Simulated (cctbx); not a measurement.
**Solving a structure by charge flipping**

Cell a = 15.3510 Å, b = 15.3510 Å, c = 6.6340 Å, α = 90.00°, β = 90.00°, γ = 120.00°; space group P6_3/m (no. 176); content Sb6 K20.

Simulated single-crystal data (cctbx): Cu Kα, λ = 1.54184 Å, to d = 0.8 Å, 70 % of the full sphere, strongest reflection 40000 counts, noise from counting, a 2 % proportional error and a noise floor of 8 counts (s.d.); no absorption.

1 earlier start (other random phases, and plain and normalised amplitudes in turn) led nowhere (symmetry correlation 0.89).

Charge flipping in P1 on normalised amplitudes to 0.8 Å, δ = 1.1 σ, 10 % of the reflections treated as weak, 300 cycles:

```text
cycle      R  skewness
    0  0.563     0.53
   25  0.273     6.97
   50  0.245     6.88
   75  0.231     6.97
  100  0.227     7.05
  125  0.218     7.00
  150  0.223     7.09
  175  0.218     7.15
  200  0.213     7.32
  225  0.205     7.37
  250  0.197     7.41
  275  0.189     7.43
origin shift          correlation  skewness
 0.283  0.392  0.329      0.976      6.29
 0.207  0.084  0.329      0.977      6.15
 0.591  0.623  0.329      0.977      6.30
 0.668  0.930  0.329      0.977      5.99
taken: symmetry correlation 0.977, skewness 6.30
peak      x       y       z  mult  height/sigma
Q1    0.1001  0.7408  0.2500    6     20.6
Q2    0.3333  0.6667  0.2500    2     16.2
Q3    0.1957  0.4866  0.7500    6     14.4
Q4    0.0504  0.8751  0.7500    6     13.5
Q5    0.0316  0.4406  0.2500    6     10.0
Q6    0.0324  0.1102  0.7500    6      3.8
Q7    0.1626  0.7101  0.2500    6      3.5
Q8    0.0322  0.7228  0.1753   12      2.9
Q9    0.1752  0.3970  0.7500    6      2.8
Q10   0.1551  0.6352  0.2500    6      2.8
```

The origin is taken among those within 0.04 of the best correlation, by the skewness of the map.

Run time: 1.4 s on 1 thread of Arm Neoverse N1, with other jobs on the host, peak memory 0.08 GiB.

**Question.** Which peaks are atoms, and which elements?

Heights go roughly as Z and multiplicities must add up to the content. First model: Q1 = Sb1 (6 in the cell, height 20.6), Q2 = K1 (2 in the cell, height 16.2), Q3 = K2 (6 in the cell, height 14.4), Q4 = K3 (6 in the cell, height 13.5) and Q5 = K4 (6 in the cell, height 10.0). Against the true structure, Q1 is Sb, Q2 is K, Q3 is K, Q4 is K and Q5 is K; the other peaks are not atoms.

Least squares on F², isotropic:

```text
Rint 0.034, 1011 unique reflections to 0.80 A
cycle     R1     wR2    GooF  max shift (A)
   1  0.3149  0.5529  20.436   0.19375
   3  0.0369  0.0699   2.584   0.00000
final R1 0.0369 wR2 0.0699 GooF 2.584  parameters 13  data/parameter 77.8
atom        x        y        z      Ueq    occ   su(xyz)  su(Uiso or U11)
Sb1    0.10572  0.74238  0.25000   0.0214  1.000  0.00003  0.0001
K1     0.33333  0.66667  0.25000   0.0380  1.000  0.00000  0.0007
K2     0.20653  0.50045  0.75000   0.0393  1.000  0.00013  0.0004
K3     0.05263  0.88179  0.75000   0.0267  1.000  0.00012  0.0003
K4     0.02063  0.43796  0.25000   0.0504  1.000  0.00015  0.0005
difference map: max 2.38 min -1.98 rms 0.17
Q1    0.1014  0.7091  0.2500    6    2.45  0.48 A from Sb1
Q2    0.0621  0.4543  0.2500    6    2.29  0.56 A from K4
Q3    0.0179  0.5727  0.7500    6    2.19  0.53 A from K4
Q4    0.2426  0.5085  0.7500    6    1.78  0.50 A from K2
Q5    0.1083  0.7796  0.2500    6    1.59  0.55 A from Sb1
```

Anisotropic refinement:

```text
Rint 0.034, 1011 unique reflections to 0.80 A
cycle     R1     wR2    GooF  max shift (A)
   1  0.0369  0.0699   2.601   0.00698
   2  0.0141  0.0256   0.953   0.00000
final R1 0.0141 wR2 0.0256 GooF 0.953  parameters 26  data/parameter 38.9
atom        x        y        z      Ueq    occ   su(xyz)  su(Uiso or U11)
Sb1    0.10569  0.74230  0.25000   0.0213  1.000  0.00001  0.0001
K1     0.33333  0.66667  0.25000   0.0382  1.000  0.00000  0.0003
K2     0.20706  0.50072  0.75000   0.0398  1.000  0.00005  0.0004
K3     0.05264  0.88159  0.75000   0.0263  1.000  0.00004  0.0003
K4     0.02057  0.43832  0.25000   0.0510  1.000  0.00006  0.0005
difference map: max 0.42 min -0.38 rms 0.09
Q1    0.0739  0.4549  0.2500    6    0.44  0.73 A from K4
Q2    0.0375  0.6241  0.7500    6    0.41  0.93 A from K4
Q3    0.1091  0.2361  0.2500    6    0.39  2.14 A from Sb1
Q4    0.9998  0.4615  0.2500    6    0.33  0.58 A from K4
Q5    0.0524  0.0968  0.2500    6    0.33  1.80 A from K3
Q6    0.0459  0.3422  0.7500    6    0.33  2.02 A from Sb1
```

**Reading.** The refinement ends at R1 = 0.0141, wR2 = 0.0256, GooF = 0.95, with difference density between -0.38 and 0.42 e/Å³. Every site matches the true model in element, within 0.001 Å r.m.s., up to an allowed shift of origin.

True model:

```csv
atom,mult.,x,y,z,Ueq (Å²)
Sb1,6,0.3634,0.1057,1/4,0.0213
K1,6,0.2071,0.5007,1/4,0.0396
K2,6,0.4383,0.4178,1/4,0.0511
K3,6,0.1184,0.1711,1/4,0.0262
K4,2,1/3,2/3,3/4,0.0382
```

The model was made for the exercise: a known structure type with other elements put in, its volume estimated, not relaxed; displacement parameters are assumed.

[Middle refinement cycles are left out of these outputs.]

[Logs are printed without paths, hosts, clocks, repeated set-up lines and the standing remarks that a program may print on its own settings, such as how far it seeks lower states.]
